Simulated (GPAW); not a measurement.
# Polarising Cl/Au(100) with a field along the normal

The dipole of the cell at several fields, atoms fixed. What does the strongest field give, and what length does the slope stand for?

How it was computed: GPAW 26.7.0, plane waves (400 eV), PAW setups, PBE, 11×11 mesh, a dipole layer in the vacuum; geometry relaxed without an applied field with GPAW. The cell's area is 8.32 Å², and e/ε0 = 180.95 V Å.

The runs, one held back:

| field (V/Å) | dipole (e Å) |
| --- | --- |
| −0.2 | −0.1691 |
| −0.1 | −0.1195 |
| −0.05 | −0.0946 |
| 0.05 | −0.0449 |
| 0.1 | −0.0200 |
| 0.2 | 0.0298 |
| 0.3 | ? |

To predict: What is the dipole at 0.3 V/Å?

Worked answer. A line through the 6 points has the slope α = 0.497 e Å per V/Å and the intercept p₀ = −0.0697 e Å (r.m.s. residual 5.0e−05). At 0.3 V/Å it gives p = −0.0697 + 0.497 × 0.3 = 0.0795 e Å; the run gives 0.0796 e Å, so the response stays linear to 0.1 % of the induced part. Dividing by ε0 and the area: α/(ε0 A) = 0.497 × 180.95 / 8.32 = 10.81 Å, against 8.46 Å between the outer nuclei.

Caveats: This is the electronic response alone; ions that move would add to it in polar layers. No run was spin-polarised, so magnetic states weren't tested. Spin-orbit coupling is left out, which matters for the heavier atoms here.
